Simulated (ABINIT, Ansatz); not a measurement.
# SnO2 (Cassiterite): G0W0 with ABINIT, start to end, part 2 of 2

Wanted: ground state, empty states, screening and self-energy for SnO2 (Cassiterite).

ABINIT 10.8.3; PBE and many-body steps on it, plane waves. Known limits of the many-body steps: not at the basis limit; no spin-orbit coupling; coarse k mesh.

So far. Step 2 (Ground state): The gap is direct, at Γ. Step 3 (Empty states on the mesh, 4×4×4 mesh, 75 bands): On this mesh the gap is 1.284 eV.

**4. Screening, 4×4×4 mesh, 69 bands, screening to 98 eV**

The RPA dielectric matrix is built and inverted for each q.

This step: RPA screening on PBE, plane waves, norm-conserving pseudopotentials.

run.abi reads:

```
acell 3*1.0 Angstrom
rprim 
  4.738000000000 0.000000000000 0.000000000000
  0.000000000000 4.738000000000 0.000000000000
  0.000000000000 0.000000000000 3.186500000000
ntypat 2
znucl 50 8
natom 6
typat 1 1 2 2 2 2
xred 
  0.000000000000 0.000000000000 0.000000000000
  0.500000000000 0.500000000000 0.500000000000
  0.307100000000 0.307100000000 0.000000000000
  0.192900000000 0.807100000000 0.500000000000
  0.692900000000 0.692900000000 0.000000000000
  0.807100000000 0.192900000000 0.500000000000
pp_dirpath "pseudos"
pseudos "Sn.upf, O.upf"
ecut 42
ngkpt 4 4 4
nshiftk 1
shiftk 0 0 0
kptopt 1
chksymbreak 0
istwfk *1
occopt 1
irdwfk 1
optdriver 3
nband 69
ecuteps 3.6
inclvkb 2
awtr 1
symchi 1
indata_prefix "in"
outdata_prefix "out"
tmpdata_prefix "tmp"
```

The run is started by

```sh
OMP_NUM_THREADS=1 mpirun -n 8 abinit run.abi > log
```

Numbers of over 12 decimals in the logs are rounded to 6 here.

The log of the run:

```text
.Version 10.8.3 of ABINIT. v10.8.2 released Aug 2026.

 Symmetries : space group P4_2/m n m (#136); Bravais tP (primitive tetrag.)
[... echo of the input left out ...]
== DATASET  1 ==================================================================
-   mpi_nproc: 8, omp_nthreads: 1 (-1 if OMP is not activated)

--- !DatasetInfo
iteration_state: {dtset: 1, }
dimensions: {natom: 6, nkpt: 18, mband: 69, nsppol: 1, nspinor: 1, nspden: 1, mpw: 6312, }
cutoff_energies: {ecut:  42.0, pawecutdg:  -1.0, }
electrons: {nelect:   6.80000000E+01, charge:   0.00000000E+00, occopt:   1.00000000E+00, tsmear:   1.00000000E-02, }

 SCREENING: Calculation of the susceptibility and dielectric matrices

 Based on a program developped by R.W. Godby, V. Olevano, G. Onida, and L. Reining.
 Incorporated in ABINIT by V. Olevano, G.-M. Rignanese, and M. Torrent.
.Using double precision arithmetic ; gwpc =  8

[... cell and pseudopotentials left out ...]
--------------------------------------------------------------------------------

 ==== K-mesh for the wavefunctions ====
 Number of points in the irreducible wedge :    18
[... list of points left out ...]
 Together with 16 symmetry operations and time-reversal symmetry
 yields    64 points in the full Brillouin Zone.

 ==== Q-mesh for the screening function ====
 Number of points in the irreducible wedge :    18
[... list of points left out ...]
 Together with 16 symmetry operations and time-reversal symmetry
 yields    64 points in the full Brillouin Zone.

 setmesh: FFT mesh size selected  =    36x   36x   24
          total number of points  =        31104

 vcoul_init : cutoff-mode = AUXILIARY_FUNCTION
 q-points for optical limit:   1
     1)      0.000010    0.000020    0.000030

- screening: taking advantage of time-reversal symmetry
- Maximum band index for partially occupied states nbvw = 34
- Remaining bands to be divided among processors   nbcw = 35
- Number of bands treated by each node ~4

 Number of electrons calculated from density =   68.0000; Expected =   68.0000
 average of density, n =  0.140867
 r_s =    1.1923
 omega_plasma =   36.2043 [eV]

 calculating chi0 at frequencies [eV] :
  1    0.000000E+00    0.000000E+00
  2    0.000000E+00    3.620427E+01

--------------------------------------------------------------------------------
  q-point number  1        q = ( 0.000000, 0.000000, 0.000000) [r.l.u.]
--------------------------------------------------------------------------------
[... chi0 elements left out ...]
 For q-point:  0.000010 0.000020 0.000030
  dielectric constant =   4.5045
  dielectric constant without local fields =   4.6997

  Average fulfillment of the sum rule on Im[epsilon] for q-point    1 :     24.38  [%]
[... wings left out ...]
  q-point number  2        q = ( 0.250000, 0.000000, 0.000000) [r.l.u.]
--------------------------------------------------------------------------------
[... chi0 elements left out ...]
  Average fulfillment of the sum rule on Im[epsilon] for q-point    2 :     37.01  [%]

 [... 16 further q-points ...]
```

The job ended after 54 s (8 MPI ranks of Arm Neoverse V2, shared host; peak memory 3.9 GiB).

This step gave:

```
ε∞ with local fields, on this mesh, along the program's q direction : 4.505
the same without local fields                                       : 4.700
plasma frequency                                                    : 36.20 eV
plane waves in the screening matrix                                 : 161
```

Local fields lower ε∞ by 4 %. On a Γ-centred mesh this coarse the value itself is usually too large, while a short band sum pulls it down.

**5. Self-energy, 4×4×4 mesh, 69 bands, screening to 98 eV**

The self-energy is evaluated for the states that the input lists, and the levels follow from it, in one-shot runs by the linearised quasiparticle equation.

This step: G0W0 on PBE, plane waves, norm-conserving pseudopotentials.

Changes to run.abi since step 4:

```diff
@@ -27,8 +27,15 @@
 irdwfk 1
-optdriver 3
+optdriver 4
 nband 69
+gwcalctyp 0
+ecutsigx 42
+symsigma 1
+nkptgw 1
+kptgw 
+  0.0000000000 0.0000000000 0.0000000000
+bdgw 
+  32 36
 ecuteps 3.6
-inclvkb 2
-awtr 1
-symchi 1
+irdscr 1
+ppmodel 1
 indata_prefix "in"
```

The log of the run:

```text
.Version 10.8.3 of ABINIT. v10.8.2 released Aug 2026.

 Symmetries : space group P4_2/m n m (#136); Bravais tP (primitive tetrag.)
[... echo of the input left out ...]
== DATASET  1 ==================================================================
-   mpi_nproc: 8, omp_nthreads: 1 (-1 if OMP is not activated)

--- !DatasetInfo
iteration_state: {dtset: 1, }
dimensions: {natom: 6, nkpt: 18, mband: 69, nsppol: 1, nspinor: 1, nspden: 1, mpw: 6312, }
cutoff_energies: {ecut:  42.0, pawecutdg:  -1.0, }
electrons: {nelect:   6.80000000E+01, charge:   0.00000000E+00, occopt:   1.00000000E+00, tsmear:   1.00000000E-02, }

 SIGMA: Calculation of the GW corrections

 Based on a program developped by R.W. Godby, V. Olevano, G. Onida, and L. Reining.
 Incorporated in ABINIT by V. Olevano, G.-M. Rignanese, and M. Torrent.
.Using double precision arithmetic ; gwpc =  8

[... cell and pseudopotentials left out ...]
--------------------------------------------------------------------------------

 ==== K-mesh for the wavefunctions ====
 Number of points in the irreducible wedge :    18
[... list of points left out ...]
 Together with 16 symmetry operations and time-reversal symmetry
 yields    64 points in the full Brillouin Zone.

 ==== Q-mesh for screening function ====
 Number of points in the irreducible wedge :    18
[... list of points left out ...]
 Together with 16 symmetry operations and time-reversal symmetry
 yields    64 points in the full Brillouin Zone.

 vcoul_init : cutoff-mode = AUXILIARY_FUNCTION
 q-points for optical limit:   1
     1)      0.000010    0.000020    0.000030
 setmesh: FFT mesh size selected  =    54x   54x   36
          total number of points  =       104976

 Number of electrons calculated from density =   68.0000; Expected =   68.0000
 average of density, n =  0.140867
 r_s =    1.1923
 omega_plasma =   36.2043 [eV]

 === KS Band Gaps ===
  >>>> For spin  1
   Minimum direct gap =   1.2836 [eV], located at k-point      :   0.0000  0.0000  0.0000
   Fundamental gap    =   1.2836 [eV], Top of valence bands at :   0.0000  0.0000  0.0000
                                       Bottom of conduction at :   0.0000  0.0000  0.0000
 SIGMA fundamental parameters:
 PLASMON POLE MODEL  1
 number of plane-waves for SigmaX                 6273
 number of plane-waves for SigmaC and W            161
 number of plane-waves for wavefunctions          6273
 number of bands                                    69
 number of independent spin polarizations            1
 number of spinorial components                      1
 number of k-points in IBZ                          18
 number of q-points in IBZ                          18
 number of symmetry operations                      16
 number of k-points in BZ                           64
 number of q-points in BZ                           64
 number of frequencies for dSigma/dE                 9
 frequency step for dSigma/dE [eV]                0.25
 number of omega for Sigma on real axis              0
 max omega for Sigma on real axis  [eV]           0.00
 zcut for avoiding poles [eV]                     0.10

 EPSILON^-1 parameters (SCR file):
 dimension of the eps^-1 matrix on file            161
 dimension of the eps^-1 matrix used               161
 number of plane-waves for wavefunctions          6273
 number of bands                                    69
 number of q-points in IBZ                          18
 number of frequencies                               2
 number of real frequencies                          1
 number of imag frequencies                          1

 matrix elements of self-energy operator (all in [eV])

 Perturbative Calculation

--- !SelfEnergy_ee
iteration_state: {dtset: 1, }
kpoint     : [   0.000,    0.000,    0.000, ]
spin       : 1
KS_gap     :    1.284
QP_gap     :    2.866
Delta_QP_KS:    1.583
data: !SigmaeeData |
     Band     E0 <VxcDFT>   SigX SigC(E0)      Z dSigC/dE  Sig(E)    E-E0       E
       32   6.013 -20.016 -25.535   5.366   0.787  -0.270 -20.136  -0.120   5.893
       33   6.013 -20.016 -25.535   5.366   0.787  -0.270 -20.136  -0.120   5.893
       34   6.777 -20.351 -26.231   5.697   0.786  -0.272 -20.494  -0.144   6.633
       35   8.061 -16.498 -12.586  -2.211   0.846  -0.182 -15.059   1.439   9.500
       36  12.920 -16.302 -10.641  -3.149   0.836  -0.196 -14.202   2.100  15.019

== END DATASET(S) ==============================================================
================================================================================

 -outvars: echo values of variables after computation  --------
           etotal      0.0000000000E+00
            nband          69
             nkpt          18
          spgroup         136
 [... the other variables as echoed above ...]

 Calculation completed.
```

The job ended after 3.9 s (8 MPI ranks; peak memory 2 GiB; 30 s of CPU time).

Numbers from this step:

```yaml
g0w0_gap_on_the_points_computed: 2.867 eV
starting_gap_on_the_mesh: 1.284 eV
k_of_the_valence_top: 0, 0, 0
k_of_the_conduction_bottom: 0, 0, 0
z_at_the_valence_top: 0.786
z_at_the_conduction_bottom: 0.846
least_direct_g0w0_gap_on_the_computed_points: 2.867 eV
```

The gap on the mesh goes from 1.28 eV to 2.87 eV, a correction of +1.58 eV.

Limits: finite bands, cutoff and mesh; no spin-orbit coupling; coarse k mesh. v1 is the top filled band, c1 the lowest empty one. Levels before and after the correction, in eV, zero at the valence-band top of each column:

```
           conduction bottom  valence top
Kohn-Sham               1.28         0.00
     G0W0               2.87         0.00
```

```
             level  energy (eV)
Kohn-Sham  Γ v3-v2       -0.764
Kohn-Sham     Γ v1        0.000
Kohn-Sham     Γ c1        1.284
Kohn-Sham     Γ c2        6.143
     G0W0  Γ v3-v2       -0.740
     G0W0     Γ v1        0.000
     G0W0     Γ c1        2.867
     G0W0     Γ c2        8.386
```

**6. Where the time went**

Times are wall times on 8 MPI ranks of Arm Neoverse V2, shared host, good to a factor of about two.

```
                    step   time  share  memory (GiB)
            ground state   31 s   25 %          0.72
empty states on the mesh   32 s   26 %          0.67
               screening   54 s   45 %           3.9
             self-energy  3.9 s    3 %           2.0
```

**7. Summary of results**

| Item | Value |
| --- | --- |
| PBE gap | 1.28 eV, direct |
| G0W0 gap on the mesh | 2.87 eV |
| GW settings | 4×4×4 mesh, 69 bands, screening to 98 eV, Godby-Needs plasmon pole |
| known limits | not at the basis limit; no spin-orbit coupling; coarse k mesh |

What this shows: G0W0 moves the gap on the mesh from 1.28 eV to 2.87 eV (+1.58 eV), with Z of 0.79 and 0.85 at the edges. Local fields lower the RPA ε∞ on this mesh from 4.70 to 4.50; a Γ-centred mesh this coarse tends to raise both, most where the direct gap is narrow, while a short band sum lowers them. Only 1 of the mesh's irreducible points was corrected, so a valley elsewhere could overtake. The dearest step here is «screening». Against experiment, by G0W0@PBE: the gap of 2.87 eV lies −0.73 eV from the measured 3.6 eV (kind not stated, quoted 2022). The calculation has static nuclei and no excitons; a measured gap holds zero-point and thermal motion, which mostly lowers it. Against the values above the computed gap that would widen the miss. An edge that is forbidden or weak in absorption could explain it, and so could too strong a screening: the start's gap is only 1.28 eV, the mesh is coarse, and one shot does not repair that. Bands and cutoff are finite, so the gap is not at the basis limit. The miss can reach some tenths of an eV and take either sign; the mesh is an error of its own. In the G0W0 run levels were corrected at 1 k point alone, so a gap called «on the mesh» is the least over those, and an edge elsewhere would be missed. The 4×4×4 mesh is coarse for this cell, which bears on the long-range parts of exchange and screening. The many-body steps are scalar-relativistic: spin-orbit coupling is not in them.

[Paths, hosts, dates, memory and timing lines, banners, echoed tables and standing remarks are left out of the program output.]

[Logs are printed without paths, hosts, clocks, repeated set-up lines and the standing remarks that a program may print on its own settings, such as how far it seeks lower states.]

[Runs of the session that timed out or met a known fault of the program may be left out.]

[Hosts, paths, dates, database ids (printed as entryN), source tags and the programs' standing remarks are cut or masked in the printed files.]

[G0W0 gaps are taken among the corrected bands and points alone; a level outside them can change the order at an edge.]

[Where Ansatz stands beside ABINIT at settings called matched, ABINIT's density can come from a denser mesh and the files from another edition; pairs whose starting gaps differed by over 0.03 eV were left out, so agreement reads better than it is.]
